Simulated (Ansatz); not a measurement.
# Decaying states in the gap of Sr4Te3O

Aim: relax a made-up compound, Sr4Te3O, and see how good a tunnel barrier it would be. It is built by putting Te for Se, O for S in the Sr4Se3S structure of space group R-3m, with the volume rescaled by atomic radii. The parent structure comes from the Materials Project.

Method: PBE DFT, plane waves, PAW files, in the first sound run; inputs show where later runs differ, in Ansatz 0.2.0.

The structure was built from a prototype and need not be the compound's stable phase.

**1. The structure**

It takes space group R-3m (No. 166, trigonal). The conventional cell has a = 4.439 Å, b = 4.439 Å, c = 43.524 Å, α = 90.00°, β = 90.00°, γ = 120.00°. Nearest to Sr lie 6 Te at 3.16 Å. Nearest to Sr lie 3 O at 3.09 Å and 3 Te at 3.16 Å. Nearest to Te lie 6 Sr at 3.16 Å. Nearest to O lie 6 Sr at 3.09 Å. It derives from Sr4Se3S. Te for Se, O for S in the Sr4Se3S structure of space group R-3m. Farther neighbours and most contacts between anions are not listed.

**2. Cell and atoms at rest**

The substituted atoms don't fit the parent's cell, so cell and atoms relax together. A small smearing keeps the run stable in case the gap closes on the way.

input.yaml

```yaml
crystal:
  lattice:
    - [2.2196457119, 1.2815130493, 14.5081003484]
    - [-2.2196457119, 1.2815130493, 14.5081003484]
    - [0.0, -2.5630260986, 14.5081003484]
  atoms:
    - { symbol: Sr, position: [0.87570932, 0.87570932, 0.87570932] }
    - { symbol: Sr, position: [0.12429068, 0.12429068, 0.12429068] }
    - { symbol: Sr, position: [0.372891, 0.372891, 0.372891] }
    - { symbol: Sr, position: [0.627109, 0.627109, 0.627109] }
    - { symbol: Te, position: [0.25142701, 0.25142701, 0.25142701] }
    - { symbol: Te, position: [0.5, 0.5, 0.5] }
    - { symbol: Te, position: [0.74857299, 0.74857299, 0.74857299] }
    - { symbol: O, position: [0.0, 0.0, 0.0] }
kpoints:
  mp_grid: { grid: [6, 6, 6] }
scf:
  occupations: { method: gaussian, width: 0.03 }
hamiltonian:
  xc: pbe
output:
  forces: true
  stress: true
relax:
  f_tol: 0.02
  max_steps: 60
  cell: {}
```

The run is started by

```bash
ansatz run input.yaml --threads 2 --pin off --max-ram 4096MiB --backend cpu --events-out ev --progress --plain --runs-dir out
```

Numbers of over 12 decimals in the logs are rounded to 6 here.

The log of the run:

```text
basis.fft_grid_basis auto: the FFT boxes are laid along the combinations [[1, 0, -1], [0, 1, -1], [0, 0, 1]] of the cell's own vectors, 4.439, 4.439 and 14.733 Å long. The dense box has 30×30×100 points. Along the cell's own vectors, as sized, it would have 100×100×100, 11.11 times as many. Of the 12 symmetry operations that the crystal satisfies within crystal.symmetry.tolerance (time reversal apart; of a slab, thos [...]
Engine: ansatz 0.2.0, aarch64-unknown-linux-gnu
Pseudopotentials: kind: paw
Pseudopotential: Sr, paw, valence charge 10, recommended cutoff 420 eV (normal), Sr.paw.azcp
Pseudopotential: Te, paw, valence charge 16, recommended cutoff 420 eV (normal), Te.paw.azcp
Pseudopotential: O, paw, valence charge 6, recommended cutoff 420 eV (normal), O.paw.azcp
Functional definition: PBE
  parameter kappa = 0.804
  parameter beta = 0.066725
  exchange = pbe_x(kappa = kappa, mu = beta*pi^2/3)
  correlation = pbe_c(beta = beta)
Crystal: 8 atoms, lattice volume = 247.610 Å³
Basis set: ecut = 420 eV, 4867 PW (Γ), FFT grids on a1−a3, a2−a3, a3, exchange–correlation on 60×60×200 points (8 copies of the dense FFT grid, shifted against one another)
Bands: 57, of which v1, the nominal top of the filled ones, is band 47 counted from 1 (46 counted from 0)
Symmetry: 12 space group operations
Space group: R-3m (ITA 166), of the structure as read, at distance tolerance 6.3e-5 Å
k-points: 32 of 216
Non-local potential: Sr, projectors of the file, l = 0: 3, l = 1: 2, l = 2: 2
Non-local potential: Te, projectors of the file, l = 0: 2, l = 1: 2, l = 2: 2, l = 3: 2
Non-local potential: O, projectors of the file, l = 0: 2, l = 1: 2, l = 2: 1
PAW form: soft (Blöchl's): semilocal exchange-correlation on the pseudo side does not see the compensation charge
PAW one-centre angular grid: Sr, 110 points (default); XC on 64 Gauss nodes
PAW one-centre angular grid: Te, 590 points (default); XC on 64 Gauss nodes
PAW one-centre angular grid: O, 110 points (default); XC on 64 Gauss nodes
Initial density: superposition of atomic densities (neutral atoms: chi_scale 0, normalization atom), corrected by the library's trained network
Initial wavefunctions: pseudopotential atomic-orbital guess
Functional: x = pbe(κ = 0.804, μ = 0.219515), c = pbe(β = 0.066725)
SCF iter   1: F=—  HF=-35695.062613 eV  |F-HF|=—  |Δ(HF+E_count)|=         —  Δρ=2.29e-3  dr2=1.79e-2  ethr=1.77e-3  ⟨swp⟩=15.7  Hψ=11018  notcnv=0  defer=8
preconditioner: auto → Resta (q_TF=auto, 2.322 Å⁻¹)  ε∞=2.8  [insulator: Δε(μ)=1.432 eV  Ē_g=13.317 eV  σ=0.030 eV  W_gap=1.00  n_scr=58 (ndim 8)  ℏωp=17.7 eV  f_vac=0.009  D(μ)=0.00/eV (n_scr^D=0)  ε∞_Penn≈2.8]
SCF iter   2: F=—  HF=-35695.062612 eV  |F-HF|=—  |Δ(HF+E_count)|=   2.38e-7  Δρ=8.68e-4  dr2=2.86e-3  ethr=1.90e-5  ⟨swp⟩=3.1  Hψ=3577  notcnv=0  defer=141
SCF iter   3: F=—  HF=-35695.062412 eV  |F-HF|=—  |Δ(HF+E_count)|=   2.00e-4  Δρ=4.53e-4  dr2=7.48e-4  ethr=3.04e-6  ⟨swp⟩=2.0  Hψ=2132  notcnv=0  defer=141
SCF iter   4: F=—  HF=-35695.062444 eV  |F-HF|=—  |Δ(HF+E_count)|=   3.17e-5  Δρ=8.78e-5  dr2=2.25e-5  ethr=7.95e-7  ⟨swp⟩=2.0  Hψ=2182  notcnv=0  defer=141
SCF iter   5: F=—  HF=-35695.062516 eV  |F-HF|=—  |Δ(HF+E_count)|=   7.16e-5  Δρ=2.88e-5  dr2=2.57e-6  ethr=2.39e-8  ⟨swp⟩=2.4  Hψ=2787  notcnv=0  defer=141
SCF iter   6: F=—  HF=-35695.062517 eV  |F-HF|=—  |Δ(HF+E_count)|=   1.41e-6  Δρ=8.63e-6  dr2=2.44e-7  ethr=2.73e-9  ⟨swp⟩=2.1  Hψ=3134  notcnv=0  defer=141
SCF iter   7: F=-35695.062517 eV  HF=-35695.062517 eV  |F-HF|=4.16e-9  |Δ(HF+E_count)|=   4.13e-8  Δρ=2.49e-6  dr2=3.00e-8  ethr=1.06e-10  ⟨swp⟩=5.0  Hψ=6649  notcnv=0
SCF 1 converged in 7 iterations: F = -35695.062517 eV  dr2 = 3.00e-8
  greatest PAW one-centre occupation: 0.998 electrons in one spin orbital (limit 2), on the Te atom at site 5 (counted from 0), in its partial waves of l = 2
relax step   1: F+E_penalty+E_count = -35695.06251705 eV  Δ(F+E_penalty+E_count) = +0.000e0 eV  max|allowed force component| = 2.182e0 eV/Å  Δτ_max = 0.0000 Å  P = +3.572 GPa  Ω = 247.610 Å³  (7 SCF iters, dr2 threshold 1.00e-7 eV, accepted)
Crystal: 8 atoms, lattice volume = 255.366 Å³
Basis set: ecut = 420 eV, 4981 PW (Γ), FFT grids on a1−a3, a2−a3, a3, exchange–correlation on 60×60×200 points (8 copies of the dense FFT grid, shifted against one another)
Initial density: handed on by an earlier stage of this run
Initial wavefunctions: those handed on with the density
iter 1 solved again at ethr=1.83e-4 eV; its pass at ethr=3.10e-3 eV (dr2=1.72e-1 eV) is discarded
SCF iter   1: F=—  HF=-35695.782163 eV  |F-HF|=—  |Δ(HF+E_count)|=         —  Δρ=7.06e-3  dr2=1.77e-1  ethr=1.83e-4  ⟨swp⟩=3.4  Hψ=10950  notcnv=0
preconditioner: auto → Resta (q_TF=auto, 2.310 Å⁻¹)  ε∞=2.7  [insulator: Δε(μ)=1.656 eV  Ē_g=13.291 eV  σ=0.030 eV  W_gap=1.00  n_scr=58 (ndim 8)  ℏωp=17.4 eV  f_vac=0.002  D(μ)=0.00/eV (n_scr^D=0)  ε∞_Penn≈2.7]
SCF iter   2: F=—  HF=-35695.752195 eV  |F-HF|=—  |Δ(HF+E_count)|=   3.00e-2  Δρ=3.47e-3  dr2=3.72e-2  ethr=1.83e-4  ⟨swp⟩=4.4  Hψ=3490  notcnv=0
SCF iter   3: F=—  HF=-35695.748809 eV  |F-HF|=—  |Δ(HF+E_count)|=   3.39e-3  Δρ=6.49e-4  dr2=1.53e-3  ethr=3.96e-5  ⟨swp⟩=4.2  Hψ=3494  notcnv=0  defer=7
SCF iter   4: F=—  HF=-35695.749135 eV  |F-HF|=—  |Δ(HF+E_count)|=   3.26e-4  Δρ=3.95e-4  dr2=7.51e-4  ethr=1.63e-6  ⟨swp⟩=2.1  Hψ=2582  notcnv=0  defer=10
SCF iter   5: F=—  HF=-35695.749136 eV  |F-HF|=—  |Δ(HF+E_count)|=   1.71e-6  Δρ=8.02e-5  dr2=1.68e-5  ethr=7.99e-7  ⟨swp⟩=2.0  Hψ=2258  notcnv=0  defer=10
SCF iter   6: F=—  HF=-35695.749151 eV  |F-HF|=—  |Δ(HF+E_count)|=   1.41e-5  Δρ=2.10e-5  dr2=1.34e-6  ethr=1.79e-8  ⟨swp⟩=2.0  Hψ=3008  notcnv=0  defer=10
SCF iter   7: F=-35695.749151 eV  HF=-35695.749151 eV  |F-HF|=8.27e-8  |Δ(HF+E_count)|=   3.40e-7  Δρ=6.14e-6  dr2=1.28e-7  ethr=8.51e-10  ⟨swp⟩=5.1  Hψ=6397  notcnv=0
SCF 2 converged in 7 iterations: F = -35695.749151 eV  dr2 = 1.28e-7
relax step   2: F+E_penalty+E_count = -35695.74915100 eV  Δ(F+E_penalty+E_count) = -6.866e-1 eV  max|allowed force component| = 7.364e-1 eV/Å  Δτ_max = 0.1949 Å  P = +1.069 GPa  Ω = 255.366 Å³  energy of the carried Pulay correction = -2.887e-3 eV  (7 SCF iters, dr2 threshold 8.00e-7 eV, accepted)
Crystal: 8 atoms, lattice volume = 256.494 Å³
Basis set: ecut = 420 eV, 5071 PW (Γ), FFT grids on a1−a3, a2−a3, a3, exchange–correlation on 60×60×200 points (8 copies of the dense FFT grid, shifted against one another)
iter 1 solved again at ethr=2.98e-4 eV; its pass at ethr=3.10e-3 eV (dr2=2.80e-1 eV) is discarded
SCF iter   1: F=—  HF=-35696.128827 eV  |F-HF|=—  |Δ(HF+E_count)|=         —  Δρ=9.13e-3  dr2=2.84e-1  ethr=2.98e-4  ⟨swp⟩=3.1  Hψ=11764  notcnv=0
preconditioner: auto → Resta (q_TF=auto, 2.308 Å⁻¹)  ε∞=4.3  [insulator: Δε(μ)=1.406 eV  Ē_g=6.948 eV  σ=0.030 eV  W_gap=1.00  n_scr=58 (ndim 8)  ℏωp=12.7 eV  f_vac=0.000  D(μ)=0.00/eV (n_scr^D=0)  ε∞_Penn≈4.3]
SCF iter   2: F=—  HF=-35696.079108 eV  |F-HF|=—  |Δ(HF+E_count)|=   4.97e-2  Δρ=4.69e-3  dr2=7.69e-2  ethr=2.98e-4  ⟨swp⟩=5.5  Hψ=3979  notcnv=0
SCF iter   3: F=—  HF=-35696.069187 eV  |F-HF|=—  |Δ(HF+E_count)|=   9.92e-3  Δρ=7.45e-4  dr2=1.85e-3  ethr=8.18e-5  ⟨swp⟩=5.5  Hψ=3681  notcnv=0  defer=6
SCF iter   4: F=—  HF=-35696.069427 eV  |F-HF|=—  |Δ(HF+E_count)|=   2.40e-4  Δρ=2.79e-4  dr2=2.59e-4  ethr=1.97e-6  ⟨swp⟩=2.0  Hψ=2684  notcnv=0  defer=12
SCF iter   5: F=—  HF=-35696.069503 eV  |F-HF|=—  |Δ(HF+E_count)|=   7.64e-5  Δρ=1.03e-4  dr2=3.59e-5  ethr=2.76e-7  ⟨swp⟩=2.1  Hψ=2184  notcnv=0  defer=12
SCF iter   6: F=—  HF=-35696.069507 eV  |F-HF|=—  |Δ(HF+E_count)|=   3.36e-6  Δρ=3.00e-5  dr2=4.12e-6  ethr=3.82e-8  ⟨swp⟩=2.0  Hψ=3090  notcnv=0  defer=12
SCF iter   7: F=-35696.069508 eV  HF=-35696.069508 eV  |F-HF|=1.14e-7  |Δ(HF+E_count)|=   1.10e-6  Δρ=6.57e-6  dr2=1.46e-7  ethr=8.51e-10  ⟨swp⟩=5.9  Hψ=6573  notcnv=0
SCF 3 converged in 7 iterations: F = -35696.069508 eV  dr2 = 1.46e-7
relax step   3: F+E_penalty+E_count = -35696.06950803 eV  Δ(F+E_penalty+E_count) = -3.204e-1 eV  max|allowed force component| = 2.986e-1 eV/Å  Δτ_max = 0.1949 Å  P = +0.016 GPa  Ω = 256.494 Å³  energy of the carried Pulay correction = -3.300e-3 eV  (7 SCF iters, dr2 threshold 8.00e-7 eV, accepted)
[...]
relax step   4: F+E_penalty+E_count = -35696.09042274 eV  Δ(F+E_penalty+E_count) = -2.091e-2 eV  max|allowed force component| = 4.995e-2 eV/Å  Δτ_max = 0.0715 Å  P = +0.012 GPa  Ω = 255.760 Å³  energy of the carried Pulay correction = -3.031e-3 eV  (6 SCF iters, dr2 threshold 8.00e-7 eV, accepted)
[...]
relax step   5: F+E_penalty+E_count = -35696.09085148 eV  Δ(F+E_penalty+E_count) = -4.287e-4 eV  max|allowed force component| = 3.883e-3 eV/Å  Δτ_max = 0.0049 Å  P = +0.011 GPa  Ω = 255.828 Å³  energy of the carried Pulay correction = -3.056e-3 eV  (6 SCF iters, dr2 threshold 1.56e-7 eV, accepted)
[...]
relax step   6: F+E_penalty+E_count = -35696.09475615 eV  Δ(F+E_penalty+E_count) = -3.905e-3 eV  max|allowed force component| = 3.882e-3 eV/Å  Δτ_max = 0.0000 Å  P = +0.031 GPa  Ω = 255.828 Å³  stress off target by 5.99e-2 GPa  SCF on the basis re-selected at this cell (its energy is not comparable with the rows above)  (6 SCF iters)
[...]
relax step   7: F+E_penalty+E_count = -35696.09474579 eV  Δ(F+E_penalty+E_count) = +1.036e-5 eV  max|allowed force component| = 1.475e-3 eV/Å  Δτ_max = 0.0009 Å  P = +0.008 GPa  Ω = 255.975 Å³  energy of the carried Pulay correction = -5.757e-5 eV  (6 SCF iters, dr2 threshold 8.97e-9 eV, accepted)
iter 1 solved again at ethr=7.28e-7 eV; its pass at ethr=3.10e-3 eV (dr2=6.85e-4 eV) is discarded
SCF iter   1: F=—  HF=-35696.094669 eV  |F-HF|=—  |Δ(HF+E_count)|=         —  Δρ=3.65e-5  dr2=9.16e-8  ethr=7.28e-7  ⟨swp⟩=4.3  Hψ=16079  notcnv=0
eigensolver tolerance schedule: the retry pair's looser diagonalisation over-reported the residual by 7476.33 of it (diagonalisation noise at an unbounded share of the residual, at the tolerance the schedule requests for it); recorded, not acted on — ethr = c·dr2/N_el stays at c = 1.0e-1
preconditioner: auto → Resta (q_TF=auto, 2.309 Å⁻¹)  ε∞=2.7  [insulator: Δε(μ)=1.535 eV  Ē_g=13.267 eV  σ=0.030 eV  W_gap=1.00  n_scr=58 (ndim 8)  ℏωp=17.4 eV  f_vac=0.000  D(μ)=0.00/eV (n_scr^D=0)  ε∞_Penn≈2.7]
SCF iter   2: F=—  HF=-35696.094799 eV  |F-HF|=—  |Δ(HF+E_count)|=   1.30e-4  Δρ=1.84e-5  dr2=2.51e-8  ethr=9.74e-11  ⟨swp⟩=3.9  Hψ=5195  notcnv=0
SCF iter   3: F=—  HF=-35696.094814 eV  |F-HF|=—  |Δ(HF+E_count)|=   1.48e-5  Δρ=8.11e-6  dr2=4.41e-9  ethr=2.67e-11  ⟨swp⟩=2.7  Hψ=3156  notcnv=0
SCF iter   4: F=—  HF=-35696.094817 eV  |F-HF|=—  |Δ(HF+E_count)|=   2.98e-6  Δρ=3.32e-6  dr2=1.26e-9  ethr=4.69e-12  ⟨swp⟩=2.0  Hψ=2622  notcnv=0
iter 5 did not close the SCF: its close was put off for the readings that it lacked (scf_convergence_deferred on its scf_iter line)
SCF iter   5: F=-35696.094818 eV  HF=-35696.094818 eV  |F-HF|=2.77e-8  |Δ(HF+E_count)|=   5.75e-7  Δρ=7.27e-7  dr2=7.10e-11  ethr=1.34e-12  ⟨swp⟩=2.1  Hψ=2277  notcnv=0
SCF iter   6: F=-35696.094818 eV  HF=-35696.094818 eV  |F-HF|=6.69e-10  |Δ(HF+E_count)|=   2.70e-8  Δρ=1.67e-7  dr2=2.21e-11  ethr=1.00e-12  ⟨swp⟩=3.9  Hψ=6375  notcnv=0
SCF 8 converged in 6 iterations: F = -35696.094818 eV  dr2 = 2.21e-11
relax step   8: F+E_penalty+E_count = -35696.09481756 eV  Δ(F+E_penalty+E_count) = -7.177e-5 eV  max|allowed force component| = 1.473e-3 eV/Å  Δτ_max = 0.0000 Å  P = +0.008 GPa  Ω = 255.975 Å³  stress off target by 1.10e-2 GPa  SCF on the basis re-selected at this cell (its energy is not comparable with the rows above)  (6 SCF iters)
basis re-selected at this cell: Δ(F+E_penalty+E_count) = -7.177e-5 eV, ΔP = +0.000 GPa vs the last step (what re-selecting the basis moved, of the pressure what is left beyond the Pulay correction that the steps carried, after the strain that the cell walked since its last selection, with what the two solves' SCF thresholds leave and, on support functions, any second-order correction that the steps lacked; it is no m [...]
SCF converged after 6 iterations
Free energy (F): -35696.094818 eV
Harris-Foulkes:  -35696.094818 eV  (|F-HF|=6.69e-10)
Internal energy: -35696.094818 eV  (E = F + TS)
E sigma→0 (E₀):  -35696.094818 eV
Fermi energy:    8.048761 eV
--- Per-component energies (eV) ---
  E_band       = -1185.129126
  E_kinetic    = 1696.148149
  E_local      = -7108.337315  (includes V_loc(G=0)·N_el)
  E_nonlocal   = -74.002215
  E_hartree    = 3350.242120
  E_xc         = -1143.013140
  E_vxc        = -1058.855871  (∫ρ·V_xc dr)
  E_paw        = -24924.691115  (= ΣΔE_a)
  E_vpaw       = -1340.568164  (= ΣTr[D̂ρ^β])
  E_aug_tail   = 0.001814  (compensation charges beyond the density's cutoff)
  E_ewald      = -7492.443116
  E_smearing   = -0.000000  (= −TS)
  E_closure    = 0.000000  (closes the sum)
  Σ components = -35696.094818   (vs F -35696.094818, Δ=0.00e0)
--- Forces (eV/Å), atoms counted from 1 ---
  atom   1  Sr    -0.00000000     0.00000000     0.00147346
  atom   2  Sr     0.00000000    -0.00000000    -0.00147346
  atom   3  Sr     0.00000000     0.00000000     0.00125893
  atom   4  Sr    -0.00000000     0.00000000    -0.00125893
  atom   5  Te    -0.00000000    -0.00000000    -0.00074317
  atom   6  Te    -0.00000000     0.00000000     0.00000000
  atom   7  Te     0.00000000     0.00000000     0.00074317
  atom   8  O     -0.00000000    -0.00000000    -0.00000000
  max |Σ_I F_I| component: 1.08e-18 eV/Å
--- Stress (GPa, compression-positive) ---
        0.011006       0.000000       0.000000
        0.000000       0.011006      -0.000000
        0.000000      -0.000000       0.003460
  P = ⅓ Tr σ = 0.0085 GPa (0.085 kbar)
--- Relaxed structure (6 steps of the walk, 6 accepted, 2 SCFs on fresh bases) ---
  F+E_penalty+E_count = -35696.09481756 eV   max|allowed force component| = 1.473e-3 eV/Å   (the final SCF, on the basis selected at the relaxed cell)
  cell:  # Å, volume = 255.9755 Å³
    - [2.224316, 1.284209, 14.935330]
    - [-2.224316, 1.284209, 14.935330]
    - [0, -2.568419, 14.935330]
  atoms:
    - { symbol: Sr, position: [0.878970, 0.878970, 0.878970] }
    - { symbol: Sr, position: [0.121030, 0.121030, 0.121030] }
    - { symbol: Sr, position: [0.363254, 0.363254, 0.363254] }
    - { symbol: Sr, position: [0.636746, 0.636746, 0.636746] }
    - { symbol: Te, position: [0.257893, 0.257893, 0.257893] }
    - { symbol: Te, position: [0.500000, 0.500000, 0.500000] }
    - { symbol: Te, position: [0.742107, 0.742107, 0.742107] }
    - { symbol: O, position: [-1.972582154611399e-19, -1.9725821546114017e-19, -1.9725821546114007e-19] }
```

Wall time 84 s (2 threads of Arm Neoverse V2, shared host); peak memory 0.72 GiB.

The steps of the relaxation:

```csv
step,energy less that of the first step (eV),largest force component (eV/Å),pressure (GPa),volume (Å³)
1,0.0000,2.1820,3.57,247.61
2,-0.6866,0.7364,1.07,255.37
3,-1.0070,0.2986,0.02,256.49
4,-1.0279,0.0499,0.01,255.76
5,-1.0283,0.0039,0.01,255.83
6*,-1.0322,0.0039,0.03,255.83
7,-1.0322,0.0015,0.01,255.98
8*,-1.0323,0.0015,0.01,255.98
```

Relaxation steps marked * repeat the geometry before them on a plane-wave basis chosen anew for their cell, so energy and pressure can jump there.

Forces are held to the 12 operations that the run works with; a distortion that breaks them can't arise in this run.

| conventional cell, symmetrised | before | after | change |
| --- | --- | --- | --- |
| a (Å) | 4.439 | 4.449 | +0.2 % |
| b (Å) | 4.439 | 4.449 | +0.2 % |
| c (Å) | 43.524 | 44.806 | +2.9 % |
| volume (Å³/atom) | 30.95 | 32.00 | +3.4 % |

The atoms that moved most (Å, as changes of fractional coordinates times the final cell):

```
atom     dx     dy      dz  length
 Sr3  0.000  0.000  -0.432   0.432
 Sr4  0.000  0.000   0.432   0.432
 Te7  0.000  0.000  -0.290   0.290
 Te5  0.000  0.000   0.290   0.290
 Sr2  0.000  0.000  -0.146   0.146
 Sr1  0.000  0.000   0.146   0.146
```

This step gave:

| Item | Value |
| --- | --- |
| free energy | -35696.0948 eV |
| Fermi energy | 8.049 eV |
| pressure | 0.008491 GPa |

The largest force component on a free atom ends at 0.0015 eV/Å.

(Part 1 of 3 ends here.)

[Logs are printed without paths, hosts, clocks, repeated set-up lines and the standing remarks that a program may print on its own settings, such as how far it seeks lower states.]

[Hosts, paths, dates, database ids (printed as entryN), source tags and the programs' standing remarks are cut or masked in the printed files.]
